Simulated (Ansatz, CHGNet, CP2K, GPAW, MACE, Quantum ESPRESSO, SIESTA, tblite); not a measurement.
**Forces in random packing of 55Li2O-45Nb2O5 (mol %) (96 atoms), program by program**

One geometry of random packing of 55Li2O-45Nb2O5 (mol %) (96 atoms) is solved by several programs and methods. How far do their forces lie from a plane-wave PBE run?

Results are calculated, not measured.

## 1. The cell

The cell holds 96 atoms (22 Li, 56 O and 18 Nb), with edges of 10.53, 10.53 and 10.53 Å. Recipe: 96 atoms (22 Li, 56 O, 18 Nb) packed at random in a cube at 3.87 g/cm³ and pushed apart as soft spheres, cations and anions kept from their own kind; a start for melting by ab initio MD, not an equilibrated structure. Then every atom was moved at random, 0.05 Å r.m.s. a Cartesian component. The density is 3.87 g/cm³.

## 2. The reference input

Quantum ESPRESSO 7.5: Kohn-Sham DFT, PBE, SSSP efficiency 1.3.0 pseudopotentials, plane waves. Its input, pw.in:

```
&control
  calculation = 'scf'
  pseudo_dir = './pseudo'
  outdir = './tmp'
  disk_io = 'none'
  tprnfor = .true.
  tstress = .true.
/
&system
  ibrav = 0
  nat = 96
  ntyp = 3
  ecutwfc = 60
  ecutrho = 480
  nosym = .true.
  occupations = 'smearing'
  smearing = 'fd'
  degauss = 0.003675
/
&electrons
  conv_thr = 4.8e-07
  electron_maxstep = 100
  mixing_beta = 0.4
  mixing_mode = 'plain'
  diagonalization = 'david'
/
ATOMIC_SPECIES
Li 6.940 Li.upf
O 15.999 O.upf
Nb 92.906 Nb.upf
CELL_PARAMETERS angstrom
10.53340 0.00000 0.00000
0.00000 10.53340 0.00000
0.00000 0.00000 10.53340
ATOMIC_POSITIONS crystal
Li 0.29112 0.50715 0.60161
Li 0.77320 0.43560 0.17861
Li 0.77041 0.01886 0.30748
Li 0.13897 0.33542 0.51586
[... 90 atom lines left out ...]
Nb 0.56921 0.86051 0.99379
Nb 0.85940 0.18461 0.49618
K_POINTS gamma
```

```console
$ OMP_NUM_THREADS=1 mpirun -np 4 pw.x -in pw.in > output.txt
```

Wall time 18 min (4 MPI ranks of Arm Neoverse V1, shared host); peak memory 3.7 GiB.

It converged with an r.m.s. force component of 1.8 eV/Å and a pressure of -16 GPa.

## 3. What was run beside it

- CHGNet: machine-learned potential, published weights.
- CP2K 2026.2: Gaussian basis with GTH pseudopotentials and a plane-wave density; labels give functional, basis (MOLOPT sets; SR short-range, UZH the newer set with its own potentials), grid cutoff/relative cutoff and solver (OT: orbital transformation; TRS4, TC2, SIGN: linear-scaling purification with its sparsity filter), or its built-in tight binding.
- GPAW 26.7.0: PAW with atomic orbitals (LCAO), plane waves or a real-space grid of spacing h.
- MACE: machine-learned potential, published weights.
- SIESTA 5.4.2: numerical atomic orbitals, whose automatically made sets are far from complete, with PseudoDojo norm-conserving potentials that we converted to its format (checked against plane waves on the same files for H, C, O, Si, Ge and Ca alone); labels give functional, basis size, energy shift and mesh cutoff.

All use the same cell and atoms, and the electronic-structure runs the same k-mesh.

## 4. Side by side

Differences are against the reference: forces as r.m.s. over components, share as that over the reference's r.m.s. force, slope as the fitted ratio of a run's forces to the reference's.

```tsv
run	Δ force, r.m.s. (meV/Å)	share (%)	slope	Δ pressure (GPa)	cores	CPU time	memory (GiB)
reference	-	-	-	-	4	73 min	3.7
CHGNet 0.3.0 potential	543	29.6	1.048	0.655	1	4.8 s	1.5
CHGNet r2SCAN potential	564	30.8	1.005	-1.49	1	4.8 s	1.5
CP2K PBE, DZVP-UZH, 800/50 Ry, diagonalisation	49.7	2.71	0.995	1.22	4	48 min	6.1
CP2K PBE, SZV-MOLOPT-SR, 800/50 Ry, diagonalisation (coarse)	340	18.6	0.895	6.99	2	20 min	4.1
GPAW PBE, LCAO dzp, h 0.28 Å (coarse)	1686	92.0	1.055	-	1	8.8 min	0.77
MACE MP-0b3 medium potential	525	28.6	0.906	3.07	1	9.4 s	1.2
SIESTA PBE, DZP, shift 0.01 Ry, mesh 500 Ry	104	5.69	0.967	-0.13	4	40 min	2.8
```

Rows marked coarse were listed beforehand as settings not expected to be converged; some can still land near the reference.

Times of the machine-learned potentials are mostly Python's start and the loading of weights.

Runs without a result: tblite GFN1-xTB (not converged); GPAW PBE, LCAO dzp, h 0.18 Å (cut off at its time limit); CP2K GFN1-xTB, diagonalisation (not converged); SIESTA PBE, SZ, shift 0.01 Ry, mesh 500 Ry (cut off at its time limit); GPAW PBE, LCAO szp(dzp), h 0.18 Å (cut off at its time limit); GPAW PBE, LCAO dzp, h 0.18 Å, other mixer settings (cut off at its time limit); GPAW LDA, LCAO dzp, h 0.18 Å (cut off at its time limit).

CPU time is summed over cores on shared hosts, so it is rough.

## 5. What came out

Forces lie from 2.7 % (CP2K PBE, DZVP-UZH, 800/50 Ry, diagonalisation) to 92 % (GPAW PBE, LCAO dzp, h 0.28 Å, coarse) of the reference's r.m.s. force of 1.8 eV/Å away from it. The PBE runs in local orbitals, coarse settings apart, differ by 2.7 % (CP2K PBE, DZVP-UZH, 800/50 Ry, diagonalisation) to 5.7 % (SIESTA PBE, DZP, shift 0.01 Ry, mesh 500 Ry); basis, grid and potentials can all enter. Machine-learned potentials differ by 29 % (MACE MP-0b3 medium potential) to 31 % (CHGNet r2SCAN potential); they were trained on other programs' data, some at another functional. Runs with settings chosen to be coarse differ by 19 % (CP2K PBE, SZV-MOLOPT-SR, 800/50 Ry, diagonalisation) to 92 % (GPAW PBE, LCAO dzp, h 0.28 Å), their programs' other errors included.

CP2K PBE, SZV-MOLOPT-SR, 800/50 Ry, diagonalisation softens the forces by a factor of 0.89 while following their directions (correlation 0.986); the slopes of the 2 CP2K runs lie between 0.89 and 0.99. Pressures at PBE, coarse settings apart, lie -0.13 to +1.22 GPa from the reference's.

**Limits.** The potentials hold different valence shells: 636 electrons in the reference, 592 in GPAW; this bears on time and differences. The reference's pressure holds the uncorrected Pulay stress of its 60 Ry basis, so small pressure differences may be the reference's own error. Machine-learned potentials mimic data converged in k, so the reference's own k-point error enters their differences. The reference's stress is far from hydrostatic: its diagonal is -13.6, -17.2, -16.6 GPa, compression counted positive. The runs have no spin polarisation, so moments on Nb can't form, and no Hubbard term. The electronic-structure runs sample only Γ, in a cell whose shortest periodic width is 11 Å, which is coarse for a cell with partly filled levels. The reference's pressure of -16 GPa reflects the volume that the recipe set, positions that aren't this level's minimum and the basis. CP2K warns in some runs that its smearing reaches the highest orbitals computed, so too few empty orbitals were added. Spin–orbit coupling is left out. Where levels are smeared, the DFT runs use Fermi–Dirac occupations at 580 K (0.05 eV), and energies are free energies. The atoms were displaced at random, and shares hang on the size of the forces that this gives. The reference's cutoffs and mesh weren't converged further here.

[Logs are printed without paths, hosts, clocks, repeated set-up lines and the standing remarks that a program may print on its own settings, such as how far it seeks lower states.]

[Hosts, paths, dates, database ids (printed as entryN), source tags and the programs' standing remarks are cut or masked in the printed files.]

[Cells were taken only where this reference lay near another plane-wave run.]
